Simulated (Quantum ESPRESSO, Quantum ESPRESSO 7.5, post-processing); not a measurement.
# Al(100), 5 layers against a metal electrode, stepped through the charge of the slab

Wanted: a table for Al(100), 5 layers against a metal electrode against the charge of the slab, and what can be fitted to it.

Calculated with Quantum ESPRESSO 7.5; plane-wave DFT, PBE, GBRV ultrasoft pseudopotentials.

This is a report of a sequence of runs, with most program output left out.

### Step 1. Starting point

The structure is cubic, space group Fm-3m (No. 225). The conventional cell has a = 4.050 Å, b = 4.050 Å, c = 4.050 Å, α = 90.00°, β = 90.00°, γ = 90.00°. Nearest to Al lie 12 Al at 2.86 Å.

Structure file:

```cif
data_structure
_symmetry_space_group_name_H-M 'P 1'
_symmetry_Int_Tables_number 1
_cell_length_a 2.8638
_cell_length_b 2.8638
_cell_length_c 2.8638
_cell_angle_alpha 60.000
_cell_angle_beta 60.000
_cell_angle_gamma 60.000
_cell_volume 16.61
loop_
_atom_site_label
_atom_site_type_symbol
_atom_site_fract_x
_atom_site_fract_y
_atom_site_fract_z
_atom_site_occupancy
Al1 Al 0.00000 0.00000 0.00000 1
```

Set-up: The slab is relaxed neutral, then held. ESM with bc3: vacuum below and a metal electrode about 6 Å above the top atoms. Cold smearing of 0.02 Ry. Charges are set per cell from the starting area. The slabs take the lattice constants of the bulk relaxed by the same program.

Members 2, 3, 4.5, 6, 7 and 8 took the same steps and show in the table alone.

### Step 2. Variable-cell relaxation of the reference

The bulk crystal is relaxed in cell and atoms; the members are built on its lattice constants.

ref.vc.in reads:

```
&control
  prefix = 'ref.vc'
  outdir = './out'
  pseudo_dir = './pseudo'
  nstep = 40
  forc_conv_thr = 0.0003
  calculation = 'vc-relax'
/
&system
  ibrav = 0
  nat = 1
  ntyp = 1
  ecutwfc = 50
  ecutrho = 250
  occupations = 'smearing'
  smearing = 'mv'
  degauss = 0.02
/
&electrons
  conv_thr = 1e-09
  mixing_beta = 0.4
  electron_maxstep = 120
/
&ions
/
&cell
  press_conv_thr = 0.3
/
ATOMIC_SPECIES
  Al  26.9815  al_pbe_v1.uspp.F.UPF
CELL_PARAMETERS angstrom
  0.00000000000000 2.02500000000000 2.02500000000000
  2.02500000000000 0.00000000000000 2.02500000000000
  2.02500000000000 2.02500000000000 0.00000000000000
ATOMIC_POSITIONS crystal
  Al  0.000000000000 0.000000000000 0.000000000000
K_POINTS automatic
  17 17 17 0 0 0
```

Command:

```
$ OMP_NUM_THREADS=1 mpirun -n 2 pw.x -nk 2 -in ref.vc.in > ref.vc.out
```

Elapsed: 19 s, on 2 MPI ranks of Arm Neoverse N1, shared host; peak memory 0.11 GiB.

The steps of the relaxation:

```
step  energy less that of the first step (eV)  largest force (eV/Å)  volume (Å³)
   1                                   0.0000                0.0000        16.61
   2                                  -0.0002                0.0000        16.56
   3                                  -0.0002                0.0000        16.48
   4                                  -0.0002                0.0000        16.48
```

```
conventional cell, symmetrised  before  after  change
                         a (Å)   4.050  4.040  -0.3 %
                         b (Å)   4.050  4.040  -0.3 %
                         c (Å)   4.050  4.040  -0.3 %
              volume (Å³/atom)   16.61  16.48  -0.8 %
```

Final coordinates:

```
CELL_PARAMETERS angstrom
0.00000 2.01977 2.01977
2.01977 0.00000 2.01977
2.01977 2.01977 0.00000
ATOMIC_POSITIONS crystal
Al 0.00000 0.00000 0.00000
```

 The last row is no step: it is a fresh SCF in the final cell with a new plane-wave basis, +0 meV from the row before.

Numbers from this step:

- free energy: -91.2658 eV
- Fermi energy: 7.908 eV

### Step 3. Relaxation with pw.x of the reference

What the set-up leaves free in this member is relaxed.

System of this step: Al(100), 5 layers. The cell holds 5 atoms: 5 Al. Cell: a = 2.856 Å, b = 2.856 Å, c = 23.040 Å, α = 90.0°, β = 90.0°, γ = 90.0°. It derives from Al. Vacuum lies along c.

ref.relax.in reads:

```
&control
  prefix = 'ref.relax'
  outdir = './out'
  pseudo_dir = './pseudo'
  nstep = 40
  forc_conv_thr = 0.001
  calculation = 'relax'
/
&system
  ibrav = 0
  nat = 5
  ntyp = 1
  ecutwfc = 40
  ecutrho = 200
  occupations = 'smearing'
  smearing = 'mv'
  degauss = 0.02
/
&electrons
  conv_thr = 1e-08
  mixing_beta = 0.4
  electron_maxstep = 120
  mixing_mode = 'local-TF'
/
&ions
/
ATOMIC_SPECIES
  Al  26.9815  al_pbe_v1.uspp.F.UPF
CELL_PARAMETERS angstrom
  2.85639309470453 0.00000000000000 0.00000000000000
  0.00000000000000 2.85639309470453 0.00000000000000
  0.00000000000000 0.00000000000000 23.04039546355555
ATOMIC_POSITIONS crystal
  Al  0.000000000000 0.000000000000 0.324675324675
  Al  0.500000000000 0.500000000000 0.412337662338
  Al  0.000000000000 0.000000000000 0.500000000000 0 0 0
  Al  0.500000000000 0.500000000000 0.587662337662
  Al  0.000000000000 0.000000000000 0.675324675325
K_POINTS automatic
  10 10 1 0 0 0
```

Command:

```
$ OMP_NUM_THREADS=1 mpirun -n 2 pw.x -nk 2 -in ref.relax.in > ref.relax.out
```

The job ended after 3.7 min (2 MPI ranks; peak memory 0.23 GiB).

Relaxation path:

```
step  energy less that of the first step (eV)  largest force (eV/Å)
   1                                   0.0000                0.1497
   2                                  -0.0012                0.1449
   3                                  -0.0025                0.1395
   4                                  -0.0044                0.1318
   5                                  -0.0071                0.1208
   6                                  -0.0108                0.1051
   7                                  -0.0156                0.0828
   8                                  -0.0209                0.0503
   9                                  -0.0245                0.0180
  10                                  -0.0246                0.0105
```

The atoms that moved most (Å):

```
atom     dx     dy      dz  length
 Al1  0.000  0.000  -0.119   0.119
 Al5  0.000  0.000   0.119   0.119
 Al4  0.000  0.000   0.076   0.076
 Al2  0.000  0.000  -0.076   0.076
```

The relaxation lowers the energy by 5 meV an atom. On the free atoms the largest force ends at 0.011 eV/Å.

Numbers from this step:

```
free energy  : -455.3780 eV
Fermi energy : 1.220 eV
```

### Step 4. SCF with pw.x, 0 ×10¹³ e/cm²

A run under open boundaries on these atoms gives the vacuum levels.

m2.esm.in reads:

```
&control
  prefix = 'm2.esm'
  outdir = './out'
  pseudo_dir = './pseudo'
  calculation = 'scf'
  tprnfor = .true.
/
&system
  ibrav = 0
  nat = 5
  ntyp = 1
  ecutwfc = 40
  ecutrho = 200
  occupations = 'smearing'
  smearing = 'mv'
  degauss = 0.02
  assume_isolated = 'esm'
  esm_bc = 'bc3'
  tot_charge = 0.0
/
&electrons
  conv_thr = 1e-08
  mixing_beta = 0.25
  electron_maxstep = 160
  mixing_mode = 'local-TF'
  mixing_ndim = 12
/
ATOMIC_SPECIES
  Al  26.9815  al_pbe_v1.uspp.F.UPF
CELL_PARAMETERS angstrom
  2.85639309470453 0.00000000000000 0.00000000000000
  0.00000000000000 2.85639309470453 0.00000000000000
  0.00000000000000 0.00000000000000 23.04039546355555
ATOMIC_POSITIONS crystal
  Al  0.000000000000 0.000000000000 -0.115380896876
  Al  0.500000000000 0.500000000000 -0.025862705676
  Al  0.000000000000 0.000000000000 0.065103049224
  Al  0.500000000000 0.500000000000 0.156068804124
  Al  0.000000000000 0.000000000000 0.245586995324
K_POINTS automatic
  10 10 1 0 0 0
```

Command:

```
$ OMP_NUM_THREADS=1 mpirun -n 2 pw.x -nk 2 -in m2.esm.in > m2.esm.out
```

It took 2 min on 2 MPI ranks; peak memory 0.23 GiB; 4 min of CPU time.

Read from the output:

- Fermi energy: -4.213 eV
- vacuum line at the lower end of the cell, over the Fermi level: 4.212 eV
- slope of the potential above: 1.36e-4 eV/Å
- vacuum line at the upper end of the cell, over the Fermi level: 4.213 eV

The potential energy, planar mean oscillates, so the rows of the table below give means over windows of 2.07 Å about each position, cut where the curve ends. Its maxima inside the range that stand out by 2 % of the span (Å: eV): -1.6: -1.83, 0.5: -1.65, 2.5: -1.65, 4.6: -1.83. Its minima: -2.6: -11.9, -0.6: -12.2, 1.5: -12.3, 3.6: -12.1, 5.6: -11.9.

Electrostatic potential energy of an electron; zero at the Fermi level. Potential energy, planar mean against z; means over each step:

z (Å), potential energy, planar mean (eV) and a bar from the least value:
```
   -10.48        4.2 ##############################
    -8.41        4.2 ##############################
    -6.34        4.2 ##############################
    -4.27        2.3 #########################
    -2.20       -6.6 
    -0.13       -6.6 
     1.94       -6.7 
     4.01       -6.7 
     6.08       -5.3 ####
     8.15        4.0 #############################
    10.22        4.2 ##############################
```

Inside the slab this potential holds the local part of the pseudopotentials, which can be repulsive at the nuclei; only its value in the vacuum has a meaning of its own.

### Step 5. Self-consistent run, 1 ×10¹³ e/cm²

m3.esm.in is the input of step 4 with these lines changed:

```diff
@@ -1,3 +1,3 @@
 &control
-  prefix = 'm2.esm'
+  prefix = 'm3.esm'
   outdir = './out'
@@ -18,3 +18,3 @@
   esm_bc = 'bc3'
-  tot_charge = 0.0
+  tot_charge = 0.0082
 /
@@ -26,2 +26,3 @@
   mixing_ndim = 12
+  startingpot = 'file'
 /
```

Command:

```
$ cp -r out/m2.esm.save out/m3.esm.save
$ OMP_NUM_THREADS=1 mpirun -n 2 pw.x -nk 2 -in m3.esm.in > m3.esm.out
```

It took 2.4 min on 2 MPI ranks; peak memory 0.23 GiB.

This step gave:

| Quantity | Value |
| --- | --- |
| Fermi energy | -4.984 eV |
| slope of the potential above | 0.1825 eV/Å |
| vacuum line at the upper end of the cell, over the Fermi level | 4.985 eV |

Inside the slab this potential holds the local part of the pseudopotentials, which can be repulsive at the nuclei; only its value in the vacuum has a meaning of its own.

### Step 6. SCF with pw.x, -1.5 ×10¹³ e/cm²

m1.esm.in is the input of step 5 with these lines changed:

```diff
@@ -1,3 +1,3 @@
 &control
-  prefix = 'm3.esm'
+  prefix = 'm1.esm'
   outdir = './out'
@@ -18,3 +18,3 @@
   esm_bc = 'bc3'
-  tot_charge = 0.0082
+  tot_charge = -0.0123
 /
```

Command:

```
$ cp -r out/m2.esm.save out/m1.esm.save
$ OMP_NUM_THREADS=1 mpirun -n 2 pw.x -nk 2 -in m1.esm.in > m1.esm.out
```

Run time: 2.6 min. Hardware: 2 MPI ranks; peak memory 0.23 GiB.

This step gave:

```
Fermi energy                                                   : -3.067 eV
slope of the potential above                                   : -0.2734 eV/Å
vacuum line at the upper end of the cell, over the Fermi level : 3.066 eV
```

Inside the slab this potential holds the local part of the pseudopotentials, which can be repulsive at the nuclei; only its value in the vacuum has a meaning of its own.

### Step 7. Ground state, -3 ×10¹³ e/cm²

m0.esm.in is the input of step 6 with these lines changed:

```diff
@@ -1,3 +1,3 @@
 &control
-  prefix = 'm1.esm'
+  prefix = 'm0.esm'
   outdir = './out'
@@ -18,3 +18,3 @@
   esm_bc = 'bc3'
-  tot_charge = -0.0123
+  tot_charge = -0.0246
 /
```

Command:

```
$ cp -r out/m1.esm.save out/m0.esm.save
$ OMP_NUM_THREADS=1 mpirun -n 2 pw.x -nk 2 -in m0.esm.in > m0.esm.out
```

It took 1.8 min on 2 MPI ranks; peak memory 0.23 GiB.

Read from the output:

* Fermi energy: -1.939 eV
* vacuum line at the lower end of the cell, over the Fermi level: 4.214 eV
* slope of the potential above: -0.5468 eV/Å
* vacuum line at the upper end of the cell, over the Fermi level: 1.937 eV

Inside the slab this potential holds the local part of the pseudopotentials, which can be repulsive at the nuclei; only its value in the vacuum has a meaning of its own.

### Step 8. The series side by side

The series in one table:

```csv
the charge of the slab (positive: electrons removed),electrode's level over the Fermi level (eV),far face's level over the Fermi level (eV),field in the gap (eV/Å)
-3 ×10¹³ e/cm²,1.937,4.214,-0.5468
-1.5 ×10¹³ e/cm²,3.066,4.212,-0.2734
0 ×10¹³ e/cm²,4.213,4.212,0.0001362
1 ×10¹³ e/cm²,4.985,4.212,0.1825
2 ×10¹³ e/cm²,5.763,4.219,0.3649
3 ×10¹³ e/cm²,6.547,4.213,0.5473
4.5 ×10¹³ e/cm²,7.733,4.216,0.8211
6 ×10¹³ e/cm²,8.928,4.217,1.095
7 ×10¹³ e/cm²,9.73,4.214,1.277
8 ×10¹³ e/cm²,10.54,4.211,1.459
```

### Step 9. A check by hand

Last interval: C = Δσ/ΔV = 0.00101 e/Å² / 0.806 V × 1602 = 2.00 µF/cm².

### Step 10. What came out

```
mean capacitance at positive charge : 2.04 μF/cm²
effective gap ε₀/C                  : 4.34 Å
top atoms to electrode              : 5.86 Å
```

The series holds 10 members; mean capacitance at positive charge: 2.04 μF/cm²; effective gap ε₀/C: 4.34 Å; top atoms to electrode: 5.86 Å (PBE, GBRV ultrasoft). Interval by interval C lies between 2.00 and 2.14 µF/cm². The far face's level moves by 0.01 eV over the series: the slab screens like a metal, and averaged over the positive charges the image plane lies 1.52 Å above the top atoms. Vacuum fills the gap; ions don't answer the charge; added electrons can spill towards the electrode at the most negative charges.

[Logs are printed without paths, hosts, clocks, repeated set-up lines and the standing remarks that a program may print on its own settings, such as how far it seeks lower states.]

[Hosts, paths, dates, database ids (printed as entryN), source tags and the programs' standing remarks are cut or masked in the printed files.]

[Maps of the electrostatic potential energy from Ansatz leave out the sawtooth potential of an applied field or a dipole correction, so their vacuum need not be flat; planar profiles and work functions include it.]
